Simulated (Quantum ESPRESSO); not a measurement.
# Near-edge structure at the Gd L₃ edge of GdO (F-43m), part 3 of 3

What does one-electron theory with a core hole give for the Gd L₃ edge of GdO (F-43m)?

Quantum ESPRESSO 7.5; X-ray absorption near-edge structure, plane-wave PAW LDA, one-electron final states by a Lanczos continued fraction.

So far. Step 2 (The field without a hole): The mesh shows no gap, so the system is treated as a metal and the core electron is put at the Fermi level (neutral cell). Step 3 (Spectrum without a core hole, Gd atom 1): Main maxima below 30 eV (height): 4.9 eV (1.80) and 17.7 eV (0.75). At an L edge the dipole rule selects empty d (and weakly s) states on the absorber, and the strong line at the onset measures the empty part of its d band.

### Step 7. Spectrum with XCH, Gd atom 1 (continued)

The Gd L₃ spectrum, Gd atom 1, excited-electron core hole (neutral cell) (energy from the energy zero of the input (xe0, at the border of filled and empty states); intensity scaled to a mean of 1 over the first 20 eV; folded afterwards to Lorentzian half width 2 eV; the points at xe0, where the cut of filled states can leave a spike, are interpolated):

```
E (eV)  intensity
  -2.0       0.57
  -1.5       0.70
  -1.0       0.86
  -0.5       1.06
   0.0       1.27
   0.5       1.46
   1.0       1.59
   1.5       1.67
   2.0       1.75
   2.5       1.83
   3.0       1.90
   3.5       1.92
   4.0       1.85
   4.5       1.71
   5.0       1.52
   5.5       1.33
   6.0       1.16
   6.5       1.02
   7.0       0.93
   7.5       0.86
   8.0       0.81
   8.5       0.78
   9.0       0.76
   9.5       0.74
  10.0       0.74
  10.5       0.73
  11.0       0.71
  11.5       0.69
  12.0       0.67
  12.5       0.64
  13.0       0.63
  13.5       0.61
  14.0       0.61
  14.5       0.61
  15.0       0.63
  15.5       0.66
  16.0       0.69
  16.5       0.71
  17.0       0.71
  17.5       0.71
  18.0       0.70
  18.5       0.68
  19.0       0.66
  19.5       0.65
  20.0       0.63
  20.5       0.62
  21.0       0.61
  21.5       0.59
  22.0       0.59
  22.5       0.58
  23.0       0.58
  23.5       0.58
  24.0       0.59
  24.5       0.60
  25.0       0.62
  25.5       0.63
  26.0       0.65
  26.5       0.67
  27.0       0.68
  27.5       0.70
  28.0       0.71
  28.5       0.72
  29.0       0.72
  29.5       0.72
  30.0       0.72
  30.5       0.72
  31.0       0.72
  31.5       0.74
  32.0       0.75
```

Main maxima below 30 eV (height): 3.4 eV (1.92) and 17.0 eV (0.71). 

### Step 8. Spectrum with XCH, other settings, Gd atom 1

This attempt departs from the first core-hole run: cut_occ_states from yes to no.

xspectra.in reads:

```
&input_xspectra
   calculation='xanes_dipole', edge='L3'
   prefix='x', outdir='tmp', xiabs=1, xe0=10.5447
   xonly_plot=.false., x_save_file='xanes.sav'
   xniter=3000, xcheck_conv=20, xerror=0.005
   xcoordcrys=.false., xepsilon(1)=1, xepsilon(2)=0, xepsilon(3)=0
/
&plot
   xnepoint=501, xemin=-10, xemax=70, terminator=.true., cut_occ_states=.false.
   xgamma=0.4
/
&pseudos
   filecore='../Gd.wfc'
/
&cut_occ
   cut_desmooth=0.1, cut_stepl=0.05, cut_stepu=0.05, cut_ierror=1e-5
/
4 4 4 0 0 0
```

Run with:

```bash
$ OMP_NUM_THREADS=1 mpirun --oversubscribe --bind-to none -np 4 xspectra.x -nk 4 -in xspectra.in > xspectra.out
```

The log of the run:

```text
     [... banner and references ...]
Reading input_file

     calculation: xanes_dipole

     xepsilon  [cartesian coordinates]:   1.000000   0.000000   0.000000

     xonly_plot: FALSE
        => complete calculation: Lanczos + spectrum plot

     filecore (core-wavefunction file): ../Gd.wfc

     main plot parameters:
        cut_occ_states: FALSE
        gamma_mode:  constant
        -> using xgamma [eV]:  0.40
        xemin [eV]: -10.00
        xemax [eV]:  70.00
        xnepoint:  501
        xe0 [eV]:  10.544700 (energy zero read in input file)

[...]
x_save_file name:
     ->  xanes.sav
     x_save_file version:  2

     ... End STEP 1 ...

     ... Begin STEP 2 ...

     The spectrum is calculated using the following parameters:
        xe0 [eV]:   10.5447
        the occupied states are NOT eliminated from the spectrum
        xemin [eV]: -10.00
        xemax [eV]:  70.00
        xnepoint:  501
        constant broadening parameter [eV]:    0.400
        Core level energy [eV]:  -7243.
         (from electron binding energy of neutral atoms in X-ray data booklet)

     Cross-section successfully written in xanes.dat

     ... End STEP 2 ...

                                END JOB XSpectra
```

It took 93 s on 4 MPI ranks of Intel Xeon Platinum 8488C (Sapphire Rapids), shared host; peak memory 0.18 GiB; 6.2 min of CPU time.

The run finished. A setting was moved off its sound value on purpose, so it serves as a test and not as the result.

The fault put into the input: transitions to filled states aren't cut.

This run also has another mesh (4×4×4 against 5×5×5), so the 6 % r.m.s. difference can't be laid on the changed setting alone. The highest intensity below 24 eV goes from 3.4 eV (1.92) to 3.3 eV (1.91).

```
E (eV)  first run  this run
  -2.0       0.57      0.73
  -0.5       1.06      1.28
   1.0       1.59      1.71
   2.5       1.83      1.86
   4.0       1.85      1.83
   5.5       1.33      1.31
   7.0       0.93      0.91
   8.5       0.78      0.77
  10.0       0.74      0.72
  11.5       0.69      0.68
  13.0       0.63      0.61
  14.5       0.61      0.60
  16.0       0.69      0.66
  17.5       0.71      0.69
  19.0       0.66      0.64
  20.5       0.62      0.60
  22.0       0.59      0.57
  23.5       0.58      0.56
  25.0       0.62      0.60
  26.5       0.67      0.65
  28.0       0.71      0.68
  29.5       0.72      0.69
  31.0       0.72      0.71
```

### Step 9. With and without the hole

Both curves are counted from their own zero, so only the shift of weight within the empty states shows.

```
E (eV)  no hole   XCH
  -2.0     0.32  0.57
  -1.0     0.45  0.86
   0.0     0.66  1.27
   1.0     0.91  1.59
   2.0     1.18  1.75
   3.0     1.43  1.90
   4.0     1.67  1.85
   5.0     1.80  1.52
   6.0     1.59  1.16
   7.0     1.27  0.93
   8.0     1.05  0.81
   9.0     0.93  0.76
  10.0     0.87  0.74
  11.0     0.84  0.71
  12.0     0.78  0.67
  13.0     0.72  0.63
  14.0     0.67  0.61
  15.0     0.67  0.63
  16.0     0.71  0.69
  17.0     0.75  0.71
  18.0     0.75  0.70
  19.0     0.72  0.66
  20.0     0.67  0.63
  21.0     0.64  0.61
  22.0     0.61  0.59
  23.0     0.59  0.58
  24.0     0.59  0.59
  25.0     0.60  0.62
  26.0     0.63  0.65
  27.0     0.66  0.68
  28.0     0.69  0.71
  29.0     0.71  0.72
  30.0     0.71  0.72
  31.0     0.72  0.72
  32.0     0.75  0.75
```

With each curve scaled to its own mean, the area from −2 to 6 eV with the hole is 11.7 against 9.1, and the centre of weight from −1 to 20 eV moves by -1.0 eV: the hole pulls the absorber's empty states down.

### Step 10. Runs not followed above

These runs aren't followed: redraws of a spectrum that repeat one shown, runs with a planted fault or a state judged unsound, or a program's part that gave no sound spectrum.

| program | step | status | elapsed |
| --- | --- | --- | --- |
| Quantum ESPRESSO | no core hole, redrawn | converged | 22 s |
| Quantum ESPRESSO | spectrum with XCH, redrawn | converged | 7 s |
| Quantum ESPRESSO | spectrum with XCH, redrawn | converged | 7.2 s |

### Step 11. Outcome

- absorber and edge: Gd L₃, atom 1 of the ground-state input (counted from 1)
- surroundings: 4 O at 2.34 Å (tetrahedral, site symmetry -43m)
- highest intensity below 24 eV: 3.4 eV above the zero, height 1.92

In words: The Gd L₃ edge of atom 1, with 4 O at 2.34 Å (tetrahedral, site symmetry -43m), has its highest intensity of the first 24 eV at 3.4 eV above the zero, 1.9 times the mean level of the first 20 eV (Lorentzian half width 2 eV (not a setting of the program: the run's 0.4 eV curve was folded afterwards with a further Lorentzian)). With each curve scaled to its own mean, the area from −2 to 6 eV with the hole is 11.7 against 9.1, and the centre of weight from −1 to 20 eV moves by -1.0 eV: the hole pulls the absorber's empty states down. 2 further runs of this session are left out of this account as redundant. Only the L₃ part is meant: spin–orbit coupling of the core level isn't computed and the L₂ copy isn't added. The run has no spin polarisation, although Gd can carry a moment. Lanthanide 4f electrons are frozen in the core. The unit cell's mesh shows no gap over 0.35 eV. That is right for a metallic compound; for a small-gap or correlated insulator it would be the fault of the functional or of the assumed magnetic order, and the hole would be screened too well. The holes are only 5.4 Å apart, so the shape is probably not converged with cell size; no larger cell was run here. The structure is a published determination, not relaxed.

[Banner, clock and machine lines of the logs are left out without a mark of their own.]

[Logs are printed without paths, hosts, clocks, repeated set-up lines and the standing remarks that a program may print on its own settings, such as how far it seeks lower states.]

[Hosts, paths, dates, database ids (printed as entryN), source tags and the programs' standing remarks are cut or masked in the printed files.]

[Lists of maxima count a maximum above −3 eV only where it reaches 4 % of the highest in the window and stands out from its surroundings by 2 % of it (1.5 % where it reaches 55 %); shoulders and weaker maxima are passed over, and of the rest the first, up to two pre-edge ones and the few strongest are named.]
